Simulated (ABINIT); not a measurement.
# Beyond one shot: SiO2 (P3_221), part 3 of 3

Wanted: G0W0 and self-consistent gaps of SiO2 (P3_221), with the cost of the cycles.

ABINIT 10.8.3; LDA and many-body steps on it, plane waves. Known limits of the many-body steps: not at the basis limit; coarse k mesh.

So far. Step 10 (evGW, cycle 1): Against G0W0 in ABINIT (3×3×2 mesh, 179 bands, screening to 106.1 eV, Godby-Needs plasmon pole), the gap moves by +1.012 eV. Step 13 (evGW, cycle 2): Against the cycle before, the gap moves by +0.065 eV.

## 15. Screening, 3×3×2 mesh, 179 bands, screening to 106.1 eV

This step: RPA screening on LDA from quasiparticle energies, plane waves, norm-conserving pseudopotentials.

Input file run.abi:

```
acell 3*1.0 Angstrom
rprim 
  4.916359999971 0.000000000007 0.000000000000
  -2.458179999991 4.257692654122 0.000000000000
  0.000000000000 0.000000000000 5.408400000000
ntypat 2
znucl 14 8
natom 9
typat 1 1 1 2 2 2 2 2 2
xred 
  0.469730000000 0.000000000000 0.666666666667
  0.000000000000 0.469730000000 0.333333333333
  0.530270000000 0.530270000000 -0.000000000000
  0.413540000000 0.267580000000 0.785580000000
  0.732420000000 0.145960000000 0.452246666667
  0.854040000000 0.586460000000 0.118913333333
  0.267580000000 0.413540000000 0.214420000000
  0.145960000000 0.732420000000 0.547753333333
  0.586460000000 0.854040000000 0.881086666667
pp_dirpath "pseudos"
pseudos "Si.upf, O.upf"
ecut 36
ngkpt 3 3 2
nshiftk 1
shiftk 0 0 0
kptopt 1
chksymbreak 0
istwfk *1
occopt 1
irdwfk 1
optdriver 3
nband 179
ecuteps 3.9
inclvkb 2
awtr 1
symchi 1
irdqps 1
gwcalctyp 10
nqptdm 5
qptdm 
  0.3333333333 0.0000000000 0.0000000000
  0.3333333333 0.3333333333 0.0000000000
  0.0000000000 0.0000000000 0.5000000000
  0.3333333333 0.0000000000 0.5000000000
  0.3333333333 0.3333333333 0.5000000000
indata_prefix "in"
outdata_prefix "out"
tmpdata_prefix "tmp"
```

Input file mrgscr.stdin:

```
2
merged
q0_SCR
out_SCR
1
```

Launch:

```
> OMP_NUM_THREADS=1 mpirun -n 4 abinit run.abi > log; mrgscr < mrgscr.stdin
```

Numbers of over 12 decimals in the logs are rounded to 6 here.

Log:

```text
.Version 10.8.3 of ABINIT. v10.8.2 released Aug 2026.

 Symmetries : space group P3_2 2 1 (#154); Bravais hP (primitive hexag.)
[... echo of the input left out ...]
== DATASET  1 ==================================================================
-   mpi_nproc: 4, omp_nthreads: 1 (-1 if OMP is not activated)

--- !DatasetInfo
iteration_state: {dtset: 1, }
dimensions: {natom: 9, nkpt: 6, mband: 179, nsppol: 1, nspinor: 1, nspden: 1, mpw: 7935, }
cutoff_energies: {ecut:  36.0, pawecutdg:  -1.0, }
[...]
q-point number  1        q = ( 0.333333, 0.000000, 0.000000) [r.l.u.]
--------------------------------------------------------------------------------
[... chi0 elements left out ...]
  Average fulfillment of the sum rule on Im[epsilon] for q-point    2 :     78.52  [%]

--------------------------------------------------------------------------------
  q-point number  2        q = ( 0.333333, 0.333333, 0.000000) [r.l.u.]
--------------------------------------------------------------------------------
[... chi0 elements left out ...]
  Average fulfillment of the sum rule on Im[epsilon] for q-point    3 :     75.65  [%]

 [... 3 further q-points ...]
```

The job ended after 63 s (4 MPI ranks of Arm Neoverse V1, shared host; peak memory 1.8 GiB).

This step gave:

```yaml
plasma_frequency: 24.18 eV
plane_waves_in_the_screening_matrix: 279
```

This screening reads the quasiparticle levels of the cycle before.

## 16. evGW, cycle 3

This step: evGW on LDA, plane waves, norm-conserving pseudopotentials.

run.abi, as its differences from that of step 15:

```diff
@@ -30,12 +30,10 @@
 irdwfk 1
-optdriver 3
+optdriver 4
 nband 179
-ecuteps 3.9
-inclvkb 2
-awtr 1
-symchi 1
-irdqps 1
 gwcalctyp 10
-nqptdm 5
-qptdm 
+ecutsigx 36
+symsigma 1
+nkptgw 6
+kptgw 
+  0.0000000000 0.0000000000 0.0000000000
   0.3333333333 0.0000000000 0.0000000000
@@ -45,2 +43,13 @@
   0.3333333333 0.3333333333 0.5000000000
+bdgw 
+  7 32
+  7 32
+  7 32
+  7 32
+  7 32
+  7 32
+ecuteps 3.9
+irdscr 1
+ppmodel 1
+irdqps 1
 indata_prefix "in"
```

Launch:

```
> OMP_NUM_THREADS=1 mpirun -n 4 abinit run.abi > log
```

Log:

```text
.Version 10.8.3 of ABINIT. v10.8.2 released Aug 2026.

 Symmetries : space group P3_2 2 1 (#154); Bravais hP (primitive hexag.)
[... echo of the input left out ...]
== DATASET  1 ==================================================================
-   mpi_nproc: 4, omp_nthreads: 1 (-1 if OMP is not activated)

--- !DatasetInfo
iteration_state: {dtset: 1, }
dimensions: {natom: 9, nkpt: 6, mband: 179, nsppol: 1, nspinor: 1, nspden: 1, mpw: 7935, }
cutoff_energies: {ecut:  36.0, pawecutdg:  -1.0, }
[...]
.  kptgw no:  4; Maximum DeltaE = (  -0.005   0.000) for band index:  9
.  kptgw no:  5; Maximum DeltaE = (   0.002  -0.000) for band index:  3
.  kptgw no:  6; Maximum DeltaE = (  -0.005   0.001) for band index: 12

== END DATASET(S) ==============================================================
================================================================================

 -outvars: echo values of variables after computation  --------
           etotal      0.0000000000E+00
            nband         179
             nkpt           6
          spgroup         154
 [... the other variables as echoed above ...]

 Calculation completed.
```

It took 4.8 min on 4 MPI ranks; peak memory 2.4 GiB.

This step gave:

| Quantity | Value |
| --- | --- |
| quasiparticle gap on the mesh | 9.806 eV |
| gap of the density functional on the mesh | 5.794 eV |
| k of the valence top | 0.3333, 0.3333, 0 |
| k of the conduction bottom | 0, 0, 0 |
| least direct quasiparticle gap on the computed points | 10.19 eV |

Against the cycle before, the gap moves by +0.007 eV.

## 17. Side by side

Times are wall times on 4 MPI ranks of Arm Neoverse V1, shared host, good to a factor of about two. A run's time includes the screening step that it read.

```tsv
run	mesh	bands	screening cutoff (eV)	DFT gap (eV)	gap on the mesh (eV)	direct (eV)	ε∞ used	time
G0W0	3×3×2	179	106.1	5.794	8.722	9.104	2.40	2.3 min
evGW0, cycle 1	3×3×2	179	106.1	5.794	9.266	9.661	2.40	6.6 min
evGW0, cycle 2	3×3×2	179	106.1	5.794	9.145	9.528	2.40	6.6 min
evGW0, cycle 3	3×3×2	179	106.1	5.794	9.142	9.527	2.40	6.5 min
evGW, cycle 1	3×3×2	179	106.1	5.794	9.734	10.121	2.11	6.7 min
evGW, cycle 2	3×3×2	179	106.1	5.794	9.799	10.186	2.08	6.7 min
evGW, cycle 3	3×3×2	179	106.1	5.794	9.806	10.193	2.07	6.8 min
```

## 18. Summary of results

```
G0W0           : 8.722 eV
evGW0, cycle 1 : 9.266 eV
evGW0, cycle 2 : 9.145 eV
evGW0, cycle 3 : 9.142 eV
evGW, cycle 1  : 9.734 eV
evGW, cycle 2  : 9.799 eV
evGW, cycle 3  : 9.806 eV
known limits   : not at the basis limit; coarse k mesh
```

**Reading.** Only the bands that the input lists are updated; the others, empty or deep, keep the functional's energies or take a rigid shift. The evGW loop starts from the last levels of evGW0, so its cycles and time come on top of those. evGW0 ends at 9.14 eV, +0.42 eV from G0W0, after 3 cycles that took 14 min beside the first screening; the last moved the gap by 0.003 eV. evGW ends at 9.81 eV, +1.08 eV from G0W0, after 3 cycles that took 20 min beside the first screening; the last moved the gap by 0.007 eV. The first cycle of evGW0 takes the full correction, without the factor Z, so it overshoots the one-shot value. Bands and cutoff are finite, so the gap is not at the basis limit. The miss can reach some tenths of an eV and take either sign; the mesh is an error of its own. The 3×3×2 mesh is coarse for this cell, which bears on the long-range parts of exchange and screening. In the updated screening the q = 0 part is built from Kohn-Sham bands under a rigid shift, the other q from the quasiparticle levels.

[Paths, hosts, dates, memory and timing lines, banners, echoed tables and standing remarks are left out of the program output.]

[Logs are printed without paths, hosts, clocks, repeated set-up lines and the standing remarks that a program may print on its own settings, such as how far it seeks lower states.]

[Runs of the session that timed out or met a known fault of the program may be left out.]

[Hosts, paths, dates, database ids (printed as entryN), source tags and the programs' standing remarks are cut or masked in the printed files.]

[G0W0 gaps are taken among the corrected bands and points alone; a level outside them can change the order at an edge.]

[Where Ansatz stands beside ABINIT at settings called matched, ABINIT's density can come from a denser mesh and the files from another edition; pairs whose starting gaps differed by over 0.03 eV were left out, so agreement reads better than it is.]
